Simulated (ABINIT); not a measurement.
# Ba2TaBiO6 (R-3): G0W0 in ABINIT against the screening cutoff in the self-energy, part 2 of 2

How does the gap of Ba2TaBiO6 (R-3) converge in the screening cutoff in the self-energy?

ABINIT 10.8.3; LDA and many-body steps on it, plane waves. Known limits of the many-body steps: not at the basis limit; exchange with frozen shells missing; no spin-orbit coupling; coarse k mesh.

So far. Step 5 (2.8 Ha): The gap on the mesh goes from 2.57 eV to 3.61 eV, a correction of +1.04 eV. Step 6 (4 Ha): Against the run before, the gap moves by +0.006 eV.

### 7. 6 Ha

Level of this step: G0W0 on LDA, plane waves, norm-conserving pseudopotentials (ABINIT).

File run.abi:

```
acell 3*1.0 Angstrom
rprim 
  3.075626834241 1.775713980676 4.956223105800
  -3.075626834241 1.775713980676 4.956223105800
  0.000000000000 -3.551427961352 4.956223105800
ntypat 4
znucl 56 73 83 8
natom 10
typat 1 1 2 3 4 4 4 4 4 4
xred 
  0.748816000000 0.748816000000 0.748816000000
  0.251184000000 0.251184000000 0.251184000000
  0.500000000000 0.500000000000 0.500000000000
  0.000000000000 0.000000000000 0.000000000000
  0.725510000000 0.218856000000 0.322035000000
  0.218856000000 0.322035000000 0.725510000000
  0.322035000000 0.725510000000 0.218856000000
  0.274490000000 0.781144000000 0.677965000000
  0.677965000000 0.274490000000 0.781144000000
  0.781144000000 0.677965000000 0.274490000000
pp_dirpath "pseudos"
pseudos "Ba.upf, Ta.upf, Bi.upf, O.upf"
ecut 36
ngkpt 2 2 2
nshiftk 1
shiftk 0 0 0
kptopt 1
chksymbreak 0
istwfk *1
occopt 1
irdwfk 1
optdriver 4
nband 469
gwcalctyp 0
ecutsigx 36
symsigma 1
nkptgw 3
kptgw 
  0.5000000000 0.5000000000 0.5000000000
  0.5000000000 0.0000000000 0.0000000000
  0.0000000000 0.0000000000 0.0000000000
bdgw 
  41 45
  41 44
  40 44
ecuteps 6
irdscr 1
ppmodel 1
indata_prefix "in"
outdata_prefix "out"
tmpdata_prefix "tmp"
```

Launch:

```console
> OMP_NUM_THREADS=1 mpirun -n 8 abinit run.abi > log
```

The log of the run:

```text
.Version 10.8.3 of ABINIT. v10.8.2 released Aug 2026.

 Symmetries : space group R-3 (#148); Bravais hR (rhombohedral)
[... echo of the input left out ...]
== DATASET  1 ==================================================================
-   mpi_nproc: 8, omp_nthreads: 1 (-1 if OMP is not activated)

--- !DatasetInfo
iteration_state: {dtset: 1, }
dimensions: {natom: 10, nkpt: 4, mband: 469, nsppol: 1, nspinor: 1, nspden: 1, mpw: 11312, }
cutoff_energies: {ecut:  36.0, pawecutdg:  -1.0, }
[...]
Band     E0 <VxcDFT>   SigX SigC(E0)      Z dSigC/dE  Sig(E)    E-E0       E
[...]
43   9.016 -13.028  -8.888  -3.172   0.827  -0.210 -12.227   0.800   9.816
       44   9.195 -15.313  -9.486  -4.217   0.812  -0.232 -14.006   1.307  10.502

== END DATASET(S) ==============================================================
================================================================================

 -outvars: echo values of variables after computation  --------
           etotal      0.0000000000E+00
            nband         469
             nkpt           4
          spgroup         148
 [... the other variables as echoed above ...]

 Calculation completed.
```

Run time: 1.7 min. Hardware: 8 MPI ranks of AMD EPYC 9B14 (Zen 4), shared host; peak memory 5.1 GiB; 14 min of CPU time.

This step gave:

```yaml
g0w0_gap_on_the_points_computed: 3.633 eV
starting_gap_on_the_mesh: 2.566 eV
k_of_the_valence_top: 0.5, 0.5, 0.5
k_of_the_conduction_bottom: 0.5, 0, 0
least_direct_g0w0_gap_on_the_computed_points: 3.669 eV
```

Against the run before, the gap moves by +0.018 eV.

### 8. 8 Ha

run.abi, as its differences from that of step 7:

```diff
@@ -45,3 +45,3 @@
   40 44
-ecuteps 6
+ecuteps 8
 irdscr 1
```

The log of the run:

```text
.Version 10.8.3 of ABINIT. v10.8.2 released Aug 2026.

 Symmetries : space group R-3 (#148); Bravais hR (rhombohedral)
[... echo of the input left out ...]
== DATASET  1 ==================================================================
-   mpi_nproc: 8, omp_nthreads: 1 (-1 if OMP is not activated)

--- !DatasetInfo
iteration_state: {dtset: 1, }
dimensions: {natom: 10, nkpt: 4, mband: 469, nsppol: 1, nspinor: 1, nspden: 1, mpw: 11312, }
cutoff_energies: {ecut:  36.0, pawecutdg:  -1.0, }
[...]
Band     E0 <VxcDFT>   SigX SigC(E0)      Z dSigC/dE  Sig(E)    E-E0       E
[...]
43   9.016 -13.028  -8.888  -3.166   0.825  -0.212 -12.223   0.804   9.820
       44   9.195 -15.313  -9.486  -4.219   0.811  -0.233 -14.010   1.303  10.499

== END DATASET(S) ==============================================================
================================================================================

 -outvars: echo values of variables after computation  --------
           etotal      0.0000000000E+00
            nband         469
             nkpt           4
          spgroup         148
 [... the other variables as echoed above ...]

 Calculation completed.
```

Run time: 4.4 min. Hardware: 8 MPI ranks; peak memory 7.2 GiB.

Numbers from this step:

- G0W0 gap on the points computed: 3.637 eV
- starting gap on the mesh: 2.566 eV
- k of the valence top: 0.5, 0.5, 0.5
- k of the conduction bottom: 0.5, 0, 0
- least direct G0W0 gap on the computed points: 3.673 eV

Against the run before, the gap moves by +0.004 eV.

### 9. Side by side

Times are wall times on 8 MPI ranks of AMD EPYC 9B14 (Zen 4), shared host, good to a factor of about two. A run's time includes the screening step that it read.

| run | mesh | bands | screening cutoff (eV) | DFT gap (eV) | gap on the mesh (eV) | direct (eV) | ε∞ used | time |
| --- | --- | --- | --- | --- | --- | --- | --- | --- |
| 0.8 Ha | 2×2×2 | 469 | 21.8 | 2.566 | 4.438 | 4.467 | 6.53 | 4.9 min |
| 1.6 Ha | 2×2×2 | 469 | 43.5 | 2.566 | 3.748 | 3.780 | 6.53 | 5 min |
| 2.8 Ha | 2×2×2 | 469 | 76.2 | 2.566 | 3.609 | 3.643 | 6.53 | 5.1 min |
| 4 Ha | 2×2×2 | 469 | 108.8 | 2.566 | 3.615 | 3.650 | 6.53 | 5.4 min |
| 6 Ha | 2×2×2 | 469 | 163.3 | 2.566 | 3.633 | 3.669 | 6.53 | 6.5 min |
| 8 Ha | 2×2×2 | 469 | 217.7 | 2.566 | 3.637 | 3.673 | 6.53 | 9.2 min |

### 10. Summary of results

```json
{
 "0.8 Ha": "4.438 eV",
 "1.6 Ha": "3.748 eV",
 "2.8 Ha": "3.609 eV",
 "4 Ha": "3.615 eV",
 "6 Ha": "3.633 eV",
 "8 Ha": "3.637 eV",
 "known limits": "not at the basis limit; exchange with frozen shells missing; no spin-orbit coupling; coarse k mesh"
}
```

What this shows: The setting moved: screening cutoff in the self-energy. From 0.8 Ha to 8 Ha the gap moves by −0.80 eV, not steadily: it passes through 3.61 eV. It holds to 0.03 eV from 2.8 Ha on. Bands and screening cutoff are coupled, so a series along one setting does not show full convergence. Bands and cutoff are finite, so the gap is not at the basis limit. The miss can reach some tenths of an eV and take either sign; the mesh is an error of its own. In the first G0W0 run levels were corrected at 3 k points alone, so a gap called «on the mesh» is the least over those, and an edge elsewhere would be missed. The 2×2×2 mesh is coarse for this cell, which bears on the long-range parts of exchange and screening. Where an edge is built on 6p states of lead, bismuth or thallium, scalar-relativistic gaps usually stand too wide, by a few tenths to over one eV. The norm-conserving file of at least one element keeps a d shell over frozen s and p shells of the same row. Exchange with those shells is missing from the self-energy, an error of 0.3 to 0.9 eV in cases checked, whose sign depends on which edge lies on those atoms. The many-body steps are scalar-relativistic: spin-orbit coupling is not in them.

[Paths, hosts, dates, memory and timing lines, banners, echoed tables and standing remarks are left out of the program output.]

[Logs are printed without paths, hosts, clocks, repeated set-up lines and the standing remarks that a program may print on its own settings, such as how far it seeks lower states.]

[Runs of the session that timed out or met a known fault of the program may be left out.]

[No measured gap is set beside runs whose start may be inverted or whose files or cutoffs have a known fault.]

[Hosts, paths, dates, database ids (printed as entryN), source tags and the programs' standing remarks are cut or masked in the printed files.]

[G0W0 gaps are taken among the corrected bands and points alone; a level outside them can change the order at an edge.]

[Where Ansatz stands beside ABINIT at settings called matched, ABINIT's density can come from a denser mesh and the files from another edition; pairs whose starting gaps differed by over 0.03 eV were left out, so agreement reads better than it is.]
